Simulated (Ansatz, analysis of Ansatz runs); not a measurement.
# Migration in CsLiBr2 (P4/nmm): V_Li hop (4.0 Å), charge −1

How high is the barrier when Li changes place in CsLiBr2 (P4/nmm)? The case: V_Li hop (4.0 Å), charge −1, in a cell of 64 host atoms with 1 Li taken out.

Main program and level: Ansatz 0.2.0; plane-wave PAW DFT, PBEsol; nudged elastic band between two relaxed defect structures at fixed charge in a uniform background.

Report form: the programs' logs are mostly left out.

## Step 1: The starting structure

The cell holds 63 atoms: 16 Cs, 15 Li and 32 Br. Its edges and angles: a = 14.446 Å, b = 14.446 Å, c = 9.811 Å, α = 90.0°, β = 90.0°, γ = 90.0°. It derives from CsLiBr2 (space group P4/nmm). Nearest the centre at fractional (0.250, 0.375, 0.001): Br31 at 1.81 Å, Br13 at 1.81 Å, Li5 at 1.98 Å, Cs2 at 3.44 Å, Cs3 at 3.45 Å, Br10 at 3.75 Å, Br9 at 3.77 Å, Br46 at 4.04 Å. The cell carries charge −1.

The cell's shortest repeat is 9.8 Å.

## Step 2: Relaxation of the start point, charge −1

The ends come first: from an unrelaxed start the top is counted from too high an energy, and the barrier comes out too low. Small random displacements break the symmetry of the ideal sites, so that the defect can distort if it gains by it. The charge of −1 is set by the electron count, and a uniform background keeps the cell neutral.

qm1.start/input.yaml

```yaml
crystal:
  lattice:
    - [10.21487051, 10.21487051, 0.0]
    - [-10.21487051, 10.21487051, 0.0]
    - [0.0, 0.0, 9.8110832]
  atoms:
    - { symbol: Cs, position: [0.125, 0.125, 0.2995137] }
    - { symbol: Cs, position: [0.375, 0.375, 0.2995137] }
    - { symbol: Cs, position: [0.125, 0.375, 0.7004863] }
    - { symbol: Cs, position: [0.375, 0.125, 0.7004863] }
    - { symbol: Li, position: [0.125, 0.375, 0.08388538] }
    - { symbol: Li, position: [0.375, 0.125, 0.08388538] }
    - { symbol: Li, position: [0.125, 0.125, 0.91611462] }
    - { symbol: Br, position: [0.125, 0.125, 0.66383435] }
[... 51 atom lines left out ...]
    - { symbol: Br, position: [0.5, 0.5, 0.0] }
    - { symbol: Br, position: [0.75, 0.75, 0.0] }
    - { symbol: Br, position: [0.5, 0.75, 0.0] }
    - { symbol: Br, position: [0.75, 0.5, 0.0] }
total_charge: -1
basis:
  ecutwfc: 420
  xc_grid: 2
hamiltonian:
  xc: pbesol
kpoints:
  mp_grid: { grid: [1, 1, 1], shift: [0.25, 0.25, 0.25] }
scf:
  occupations: { method: fixed }
  max_iter: 100
output:
  forces: true
relax:
  f_tol: 0.02
  max_steps: 70
  random_displacement: { amplitude: 0.03, seed: 6071 }
```

On the command line:

```bash
ansatz run input.yaml --threads 32 --pin off --max-ram 84787MiB --backend cuda --events-out ev --progress --plain --runs-dir out --max-vram 78GiB
```

Wall time 3.8 s (1 × NVIDIA GB200 with 32 threads of Arm Neoverse V2, shared host); peak memory 1.4 GiB; 15 s of CPU time.

Step by step:

```
step  energy less that of the first step (eV)  largest force component (eV/Å)
   1                                   0.0000                          0.3906
   2                                  -0.2727                          0.2380
   3                                  -0.3362                          0.1264
   4                                  -0.3627                          0.1252
   5                                  -0.3672                          0.0204
   6                                  -0.3677                          0.0115
```

The atoms that moved most (Å, from the sites as typed, ahead of the random displacement, the mean shift of all atoms taken out):

```
atom      dx      dy      dz  length
 Br9   0.000   0.000  -0.388   0.388
 Cs2   0.000   0.001  -0.305   0.305
 Cs3   0.121   0.121   0.036   0.175
Cs19   0.121  -0.121   0.036   0.175
 Cs4  -0.121   0.120   0.036   0.174
Cs34  -0.120  -0.121   0.036   0.174
Br31  -0.099   0.001   0.060   0.116
Br60   0.001   0.099   0.060   0.116
```

Neighbours of Li5 at the end:

```
atom  distance (Å)
Br10         2.483
Br13         2.637
Br31         2.637
Br28         2.732
Br14         2.733
 Cs3         3.730
Li22         3.934
 Li7         3.936
```

This step gave:

```yaml
free_energy: -180086.2992 eV
r_m_s_move_of_the_farther_half_of_the_atoms: 0.02438 Å
largest_move_from_the_ideal_geometry_of_this_structure_a_common_shift_of_the_far_atoms_taken_out: 0.3993 Å
```

The relaxation gained 0.368 eV and ended with a largest force component of 0.011 eV/Å.

## Step 3: Relaxation of the end point, charge −1

The end point is relaxed in the same cell and settings, so that the two energies compare. Atoms more than 3.2 Å from the middle of the hop start where the first relaxation left them, the nearer ones on or close to their ideal places, with small random displacements.

qm1.end/input.yaml

```yaml
crystal:
  lattice:
    - [10.21487051, 10.21487051, 0.0]
    - [-10.21487051, 10.21487051, 0.0]
    - [0.0, 0.0, 9.8110832]
  atoms:
    - { symbol: Cs, position: [0.12691622, 0.12694578, 0.29867822] }
    - { symbol: Cs, position: [0.37511217, 0.37506297, 0.26762538] }
    - { symbol: Cs, position: [0.13693794, 0.37505652, 0.70339666] }
[... 1 atom line left out ...]
    - { symbol: Li, position: [0.375, 0.375, -0.082484] }
    - { symbol: Li, position: [0.3750656, 0.12838773, 0.08330559] }
    - { symbol: Li, position: [0.1267268, 0.12676558, 0.91842007] }
[... 2 atom lines left out ...]
    - { symbol: Br, position: [0.12223732, 0.37512103, 0.33625069] }
[... 2 atom lines left out ...]
    - { symbol: Br, position: [0.25, 0.25, 0.0] }
    - { symbol: Br, position: [-0.00166549, 0.25031889, -0.00122608] }
[... 6 atom lines left out ...]
    - { symbol: Li, position: [0.37514674, 0.62179202, 0.08331239] }
    - { symbol: Li, position: [0.12678233, 0.62335395, 0.91842783] }
[... 5 atom lines left out ...]
    - { symbol: Br, position: [-0.00162081, 0.49973895, -0.0014003] }
[... 2 atom lines left out ...]
    - { symbol: Br, position: [0.25, 0.5, 0.0] }
[... 31 atom lines left out ...]
    - { symbol: Br, position: [0.75187914, 0.49970053, -0.00134208] }
total_charge: -1
basis:
  ecutwfc: 420
  xc_grid: 2
hamiltonian:
  xc: pbesol
kpoints:
  mp_grid: { grid: [1, 1, 1], shift: [0.25, 0.25, 0.25] }
scf:
  occupations: { method: fixed }
  max_iter: 100
output:
  forces: true
relax:
  f_tol: 0.02
  max_steps: 70
  random_displacement: { amplitude: 0.01, seed: 6071 }
```

Wall time 3 s (1 × NVIDIA GB200 with 32 threads); peak memory 1.4 GiB; 13 s of CPU time.

Step by step:

```
step  energy less that of the first step (eV)  largest force component (eV/Å)
   1                                   0.0000                          0.5372
   2                                  -0.4549                          0.3075
   3                                  -0.5702                          0.1104
   4                                  -0.5915                          0.0374
   5                                  -0.5937                          0.0086
```

The atoms that moved most (Å, from the sites as typed, ahead of the random displacement):

```
atom      dx      dy      dz  length
Br10   0.030   0.029   0.372   0.374
 Br9   0.028   0.029   0.372   0.374
 Cs3  -0.123  -0.122   0.258   0.311
 Cs2  -0.120  -0.120   0.260   0.310
Cs34   0.121   0.121  -0.020   0.173
Cs33   0.121   0.121  -0.026   0.173
Cs16   0.084  -0.121  -0.039   0.152
Cs19  -0.121   0.084  -0.038   0.152
```

Neighbours of Li5 at the end:

```
atom  distance (Å)
 Br9         2.483
Br13         2.632
Br31         2.633
Br60         2.737
Br46         2.740
 Cs2         3.730
Li21         3.941
 Li6         3.941
 Cs3         3.995
```

Read from the output:

```yaml
free_energy: -180086.2991 eV
r_m_s_move_of_the_farther_half_of_the_atoms: 0.02469 Å
largest_move_from_the_ideal_geometry_of_this_structure_a_common_shift_of_the_far_atoms_taken_out: 0.3910 Å
```

The relaxation gained 0.594 eV and ended with a largest force component of 0.0086 eV/Å. The end lies within 1 meV of the start.

## Step 4: Nudged elastic band, charge −1

5 movable images are laid between the ends on a pair-potential path, which keeps atoms from colliding in the first guess. Each image feels the true force across the path and a spring force along it. The highest image is set to climb to the top of the path.

This step: plane-wave PAW DFT, PBEsol; nudged elastic band between two relaxed defect structures at fixed charge in a uniform background.

qm1.neb/input.yaml

```yaml
crystal:
  lattice:
    - [10.21487051, 10.21487051, 0.0]
    - [-10.21487051, 10.21487051, 0.0]
    - [0.0, 0.0, 9.8110832]
  atoms:
    - { symbol: Cs, position: [0.12676009, 0.12705075, 0.29903111] }
    - { symbol: Cs, position: [0.37495604, 0.37516795, 0.26797827] }
    - { symbol: Cs, position: [0.13678181, 0.37516149, 0.70374955] }
    - { symbol: Cs, position: [0.37487468, 0.1369353, 0.70368191] }
    - { symbol: Li, position: [0.12827436, 0.37522163, 0.08368352] }
    - { symbol: Li, position: [0.37490947, 0.1284927, 0.08365848] }
    - { symbol: Li, position: [0.12657068, 0.12687055, 0.91877296] }
    - { symbol: Br, position: [0.12389579, 0.12419633, 0.66481656] }
    - { symbol: Br, position: [0.37493447, 0.37512513, 0.62379741] }
    - { symbol: Br, position: [0.12208119, 0.37522601, 0.33660358] }
    - { symbol: Br, position: [0.37491795, 0.12228741, 0.33658112] }
    - { symbol: Br, position: [-0.00019917, 6.459e-05, 0.00129226] }
    - { symbol: Br, position: [0.24508163, 0.245375, 0.0056998] }
    - { symbol: Br, position: [-0.00182162, 0.25042387, -0.0008732] }
    - { symbol: Br, position: [0.25016318, -0.00152986, -0.00099705] }
    - { symbol: Cs, position: [0.1268255, 0.6233649, 0.29903924] }
    - { symbol: Cs, position: [0.37490812, 0.87518082, 0.2977942] }
    - { symbol: Cs, position: [0.12679344, 0.87514831, 0.70193318] }
    - { symbol: Cs, position: [0.37493669, 0.61329102, 0.70372235] }
    - { symbol: Li, position: [0.12642057, 0.87521388, 0.08380855] }
    - { symbol: Li, position: [0.37499061, 0.62189699, 0.08366528] }
    - { symbol: Li, position: [0.12662621, 0.62345892, 0.91878072] }
    - { symbol: Li, position: [0.37485502, 0.87513655, 0.91393131] }
    - { symbol: Br, position: [0.12398073, 0.62610068, 0.66482839] }
    - { symbol: Br, position: [0.37483806, 0.8751499, 0.66187591] }
    - { symbol: Br, position: [0.12427948, 0.87522987, 0.33668438] }
    - { symbol: Br, position: [0.37499794, 0.62808884, 0.33658976] }
    - { symbol: Br, position: [-0.00177694, 0.49984392, -0.00104742] }
    - { symbol: Br, position: [0.25017077, 0.7519443, -0.00089483] }
    - { symbol: Br, position: [-0.00014574, 0.75020809, 0.00135594] }
    - { symbol: Br, position: [0.24515434, 0.50503336, 0.00572495] }
    - { symbol: Cs, position: [0.62305993, 0.12695385, 0.29900193] }
    - { symbol: Cs, position: [0.87496836, 0.37509602, 0.29780018] }
    - { symbol: Cs, position: [0.61310845, 0.375072, 0.70365939] }
    - { symbol: Cs, position: [0.87486172, 0.12700514, 0.70191234] }
    - { symbol: Li, position: [0.62167124, 0.37512614, 0.08362328] }
    - { symbol: Li, position: [0.87491924, 0.12663948, 0.08378259] }
    - { symbol: Li, position: [0.62316152, 0.12677539, 0.91874085] }
    - { symbol: Li, position: [0.87491962, 0.37508124, 0.91391814] }
    - { symbol: Br, position: [0.62579688, 0.12409637, 0.66478676] }
    - { symbol: Br, position: [0.87491161, 0.37506316, 0.66187377] }
    - { symbol: Br, position: [0.6278825, 0.37510251, 0.33653826] }
    - { symbol: Br, position: [0.8749032, 0.12448736, 0.33666109] }
    - { symbol: Br, position: [0.49958551, -0.00163464, -0.00094642] }
    - { symbol: Br, position: [0.75165058, 0.25033568, -0.00107779] }
    - { symbol: Br, position: [0.50473726, 0.24531187, 0.00567703] }
    - { symbol: Br, position: [0.74994108, 1.944e-05, 0.00133882] }
    - { symbol: Cs, position: [0.62312096, 0.62324686, 0.29900119] }
    - { symbol: Cs, position: [0.87490896, 0.87511967, 0.2992341] }
    - { symbol: Cs, position: [0.62292735, 0.87505557, 0.70189167] }
    - { symbol: Cs, position: [0.87492454, 0.62314714, 0.70188558] }
    - { symbol: Li, position: [0.62340295, 0.8751197, 0.08377506] }
    - { symbol: Li, position: [0.87497776, 0.62360863, 0.08378097] }
    - { symbol: Li, position: [0.62322498, 0.62337334, 0.91874119] }
    - { symbol: Li, position: [0.87485235, 0.87507645, 0.91729405] }
    - { symbol: Br, position: [0.62585651, 0.6259874, 0.66478856] }
    - { symbol: Br, position: [0.87484471, 0.87505594, 0.66465882] }
    - { symbol: Br, position: [0.62553854, 0.87510459, 0.33664807] }
    - { symbol: Br, position: [0.8749769, 0.62574634, 0.33664813] }
    - { symbol: Br, position: [0.50477203, 0.50492874, 0.0057015] }
    - { symbol: Br, position: [0.74996005, 0.75012009, 0.00134853] }
    - { symbol: Br, position: [0.49964468, 0.75186963, -0.00108487] }
    - { symbol: Br, position: [0.75172301, 0.4998055, -0.00098919] }
total_charge: -1
basis:
  ecutwfc: 420
  xc_grid: 2
hamiltonian:
  xc: pbesol
kpoints:
  mp_grid: { grid: [1, 1, 1], shift: [0.25, 0.25, 0.25] }
scf:
  occupations: { method: fixed }
  max_iter: 100
output:
  forces: true
neb:
  images: 5
  f_tol: 0.04
  climbing: true
  initial_path: idpp
  max_iterations: 45
  order_check: false
  final_atoms:
    - { symbol: Cs, position: [0.12481799, 0.13693581, 0.29661108] }
    - { symbol: Cs, position: [0.36298682, 0.37511987, 0.29598392] }
    - { symbol: Cs, position: [0.12458202, 0.37517073, 0.73158743] }
[... 1 atom line left out ...]
    - { symbol: Li, position: [0.37112319, 0.3750856, -0.08396777] }
    - { symbol: Li, position: [0.3733712, 0.12658759, 0.08178936] }
    - { symbol: Li, position: [0.12480649, 0.12872131, 0.91645222] }
[... 2 atom lines left out ...]
    - { symbol: Br, position: [0.12476668, 0.37510684, 0.3759718] }
[... 2 atom lines left out ...]
    - { symbol: Br, position: [0.25482494, 0.24527295, -0.00576274] }
    - { symbol: Br, position: [-0.00477267, 0.24533249, -0.00512831] }
[... 6 atom lines left out ...]
    - { symbol: Li, position: [0.37332451, 0.62356326, 0.08172659] }
    - { symbol: Li, position: [0.12473932, 0.62152581, 0.91638607] }
[... 5 atom lines left out ...]
    - { symbol: Br, position: [-0.00485889, 0.50477653, -0.0054174] }
[... 2 atom lines left out ...]
    - { symbol: Br, position: [0.25472115, 0.50498543, -0.00591788] }
[... 31 atom lines left out ...]
    - { symbol: Br, position: [0.74820429, 0.49979595, 0.001667] }
```

Wall time 32 s (1 × NVIDIA GB200 with 32 threads); peak memory 2.7 GiB; 2.4 min of CPU time.

Images along the path:

```
image  path (Å)  energy (eV)       Li5: x, y, z (Å)
    0     0.000       0.0000   -2.523, 5.143, 0.821
    1     1.051       0.1530   -2.113, 5.550, 0.843
    2     2.102       0.5370   -1.516, 6.152, 0.873
    3     3.153       0.9370   -0.879, 6.791, 0.454
    4     4.007       0.5510  -0.484, 7.188, -0.106
    5     4.862       0.0950  -0.165, 7.503, -0.580
    6     5.716       0.0000  -0.041, 7.622, -0.824
```

Numbers from this step:

| Quantity | Value |
| --- | --- |
| free energy | -180085.3616 eV |
| barrier forward | 0.9376 eV |
| barrier backward | 0.9374 eV |
| end less start | 1.58e-4 eV |
| hop length | 3.875 Å |

Track of the atom that was set to move:

```
image   x (Å)  y (Å)   z (Å)  nearest neighbour  distance (Å)
    0  -2.523  5.143   0.821                 Br         2.483
    1  -2.113   5.55   0.843                 Br         2.445
    2  -1.516  6.152   0.873                 Br         2.349
    3  -0.879  6.791   0.454                 Br          2.31
    4  -0.484  7.188  -0.106                 Br         2.377
    5  -0.165  7.503   -0.58                 Br         2.539
    6   -0.04  7.622  -0.824                 Br         2.483
```

The band met its tolerance of 0.04 eV/Å after 22 iterations, with image 3 on top (the start counts as 0). Li5, which moves farthest between the ends, has 5 Br at 2.48 to 2.73 Å nearest at the start and 2 Br at 2.31 Å at the top.

(Continued in part 2 of 2.)

[Logs are printed without paths, hosts, clocks, repeated set-up lines and the standing remarks that a program may print on its own settings, such as how far it seeks lower states.]

[Hosts, paths, dates, database ids (printed as entryN), source tags and the programs' standing remarks are cut or masked in the printed files.]
